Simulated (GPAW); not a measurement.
**VGe2As4 monolayer: simulated STM images**

Wanted: filled- and empty-state images of VGe2As4 monolayer, with its work function.

Calculated with GPAW 26.7.0; GPAW, PAW setups; layer in a repeated cell with vacuum, relaxation of atoms and in-plane cell, in the first sound run; inputs show where later runs differ.

**1. Set-up**

The cell holds 7 atoms: 4 As, 2 Ge and 1 V. Cell: a = 3.730 Å, b = 3.730 Å, c = 27.086 Å, α = 90.0°, β = 90.0°, γ = 120.0°. Vacuum lies along c.

**2. Relaxation**

Forces are removed first; all later runs use this geometry.

File run.py:

```python
import json
import numpy as np
from ase import Atoms
from ase.filters import FrechetCellFilter
from ase.optimize import BFGS
from gpaw import GPAW, PW

slab = Atoms(
    ['As', 'Ge', 'As', 'V', 'As', 'Ge', 'As'],
    positions=[
        [0.00000, 0.00000, 9.00000],
        [-0.00000, 2.15352, 9.86300],
        [-0.00000, 2.15352, 12.18300],
        [0.00000, 0.00000, 13.54299],
        [-0.00000, 2.15352, 14.90298],
        [-0.00000, 2.15352, 17.22298],
        [0.00000, 0.00000, 18.08598]],
    cell=[[3.73, 0.0, 0.0], [-1.865, 3.23027, 0.0], [0.0, 0.0, 27.086]],
    pbc=[True, True, True],
    magmoms=[0.0, 0.0, 0.0, 1.0, 0.0, 0.0, 0.0])

slab.calc = GPAW(mode=PW(600), xc='PBE', kpts={'size': (9, 9, 1), 'gamma': True},
                 occupations={'name': 'fermi-dirac', 'width': 0.05}, nbands='200%',
                 convergence={'density': 1e-05}, maxiter=200,
                 symmetry={'tolerance': 1e-3}, txt='slab.txt')
result = {}
# The in-plane cell is free; stress needs a cell that repeats along all three vectors
path = []
opt = BFGS(FrechetCellFilter(slab, mask=[1, 1, 0, 0, 0, 1]), maxstep=0.2)
opt.attach(lambda: path.append((slab.get_potential_energy(), slab.positions.tolist(), slab.get_forces().tolist())))
result['relaxed'] = bool(opt.run(fmax=0.02, steps=45))
result['path'] = path
result['cell'] = slab.cell.tolist()
print('in-plane lattice', slab.cell.cellpar().round(4)[[0, 1, 5]])
energy = slab.get_potential_energy()
fermi = slab.calc.get_fermi_level()
v = slab.calc.get_electrostatic_potential().mean((0, 1)) - fermi
n = slab.calc.get_pseudo_density().mean((0, 1))
L = slab.cell[2, 2]
z = np.arange(len(v)) * L / len(v)
low, high = slab.positions[:, 2].min(), slab.positions[:, 2].max()
below, above = np.interp([low - 6.8, high + 6.8], z, v)
slopes = [np.interp(x, z, np.gradient(v, z)) for x in (low - 6.8, high + 6.8)]
eps = np.array([[slab.calc.get_eigenvalues(k, s) for k in range(len(slab.calc.get_ibz_k_points()))]
                for s in range(slab.calc.get_number_of_spins())]) - fermi
top, bottom = eps[eps < 0].max(), eps[eps > 0].min()
dipole = slab.get_dipole_moment()[2]
print(f'energy {energy:.4f} eV, Fermi level {fermi:.4f} eV, dipole {dipole:.5f} e A')
print(f'potential 6.8 A off the faces, from the Fermi level: lower {below:.4f} eV, upper {above:.4f} eV')
print(f'slope of the potential there: lower {slopes[0]:.5f}, upper {slopes[1]:.5f} eV/A')
print(f'nearest levels on the mesh: {top:.4f} and {bottom:.4f} eV')
print('magnetic moment', round(slab.get_magnetic_moment(), 3))
result.update(energy=energy, fermi=fermi, dipole=dipole, below=below, above=above, slopes=slopes, edges=[top, bottom],
              z=z.tolist(), v=v.tolist(), n=n.tolist(), positions=slab.positions.tolist(),
              forces=slab.get_forces(apply_constraint=False).tolist(), moments=slab.get_magnetic_moments().tolist())
json.dump(result, open('result.json', 'w'))
```

Launch:

```
$ OMP_NUM_THREADS=1 OPENBLAS_NUM_THREADS=1 python run.py
```

The program printed:

```text
Step          Energy          fmax
BFGS:    0      -35.457137        3.028928
BFGS:    1      -35.773862        2.487925
BFGS:    2      -36.274587        1.324084
BFGS:    3      -36.318820        1.037952
BFGS:    4      -36.509855        0.743485
BFGS:    5      -36.588388        0.743351
BFGS:    6      -36.633528        0.527981
BFGS:    7      -36.649244        0.298832
BFGS:    8      -36.660151        0.275379
BFGS:    9      -36.665203        0.256271
BFGS:   10      -36.669176        0.219806
BFGS:   11      -36.676204        0.229316
BFGS:   12      -36.683141        0.157518
BFGS:   13      -36.686224        0.048917
BFGS:   14      -36.686726        0.006470
in-plane lattice [  3.7176   3.7176 120.    ]
energy -36.6828 eV, Fermi level 0.0675 eV, dipole 0.00113 e A
potential 6.8 A off the faces, from the Fermi level: lower 4.9833 eV, upper 4.9841 eV
slope of the potential there: lower -0.00036, upper -0.00014 eV/A
nearest levels on the mesh: -0.0203 and 0.0305 eV
magnetic moment 0.955
```

Run time: 1.6 h. Hardware: 1 thread of Arm Neoverse V1, shared host; peak memory 1.3 GiB.

Numbers from this step:

```
dipole along the normal                    : 0.001129 e·Å
levels nearest the Fermi level on the mesh : -0.02029, 0.03053 eV from the Fermi level
site moments                               : 8.37e-4, 0.006547, -0.05118, 0.9059, -0.05118, 0.006547, 8.37e-4 μB
sum of the site moments                    : 0.8183 μB
```

The electrostatic potential energy of an electron (without an applied field's), less the Fermi level, planar mean oscillates, so the rows of the table below give means over windows of 1.78 Å about each position, cut where the curve ends. Its maxima inside the range that stand out by 2 % of the span (Å: eV): 9.1: -8.61, 10.9: 2.36, 12.8: -4.97, 14.2: -4.83, 16.2: 2.36, 17.9: -8.61. Its minima: 8.5: -13.5, 9.6: -13.0, 12.2: -12.1, 13.5: -10.4, 14.9: -12.1, 17.4: -13.0, 18.5: -13.5.

Electrostatic potential energy of an electron (without an applied field's), less the Fermi level, planar mean against z; means over each step:

```
z (Å)  electrostatic potential energy of an electron (without an applied field's), less the Fermi level, planar mean (eV)
 0.89                                                                                                                4.98
 2.67                                                                                                                4.98
 4.45                                                                                                                4.98
 6.23                                                                                                                4.80
 8.01                                                                                                               -4.74
 9.79                                                                                                               -7.28
11.57                                                                                                               -3.95
13.35                                                                                                               -7.29
15.13                                                                                                               -5.78
16.91                                                                                                               -4.85
18.69                                                                                                               -7.43
20.47                                                                                                                4.45
22.25                                                                                                                4.98
24.03                                                                                                                4.98
25.81                                                                                                                4.98
```

The pseudo valence density, planar mean oscillates, so the rows of the table below give means over windows of 1 Å about each position, cut where the curve ends. Its maxima inside the range that stand out by 2 % of the span (Å: e/Å³): 8.1: 0.244, 9.1: 0.411, 10.2: 0.219, 11.7: 0.239, 13.5: 1.28, 15.4: 0.239, 16.9: 0.219, 17.9: 0.411, 19.0: 0.244. Its minima: 8.5: 0.168, 9.6: 0.0656, 10.8: 0.111, 12.0: 0.172, 15.1: 0.172, 16.3: 0.111, 17.4: 0.0656, 18.6: 0.168.

Pseudo valence density, planar mean against z; means over each step:

z (Å), pseudo valence density, planar mean (e/Å³) and a bar:
```
        4       0.00 
        5       0.00 
        6       0.00 
        7       0.04 ##
        8       0.19 ########
        9       0.32 ##############
       10       0.15 #######
       11       0.14 ######
       12       0.22 ##########
       13       0.61 ###########################
       14       0.68 ##############################
       15       0.23 ##########
       16       0.14 ######
       17       0.15 #######
       18       0.31 ##############
       19       0.20 #########
       20       0.05 ##
       21       0.00 
       22       0.00 
       23       0.00
```

Site moment by atom:

```
atom  site moment (μB)
 As1             0.001
 Ge2             0.007
 As3            -0.051
  V4             0.906
 As5            -0.051
 Ge6             0.007
 As7             0.001
```

The relaxation lowered the energy of the cell by 1.23 eV (energies extrapolated to zero smearing; the optimiser's log prints free energies). The largest force left on a free atom is 0.0053 eV/Å.

(Part 1 of 2 ends here.)

[Logs are printed without paths, hosts, clocks, repeated set-up lines and the standing remarks that a program may print on its own settings, such as how far it seeks lower states.]

[Hosts, paths, dates, database ids (printed as entryN), source tags and the programs' standing remarks are cut or masked in the printed files.]
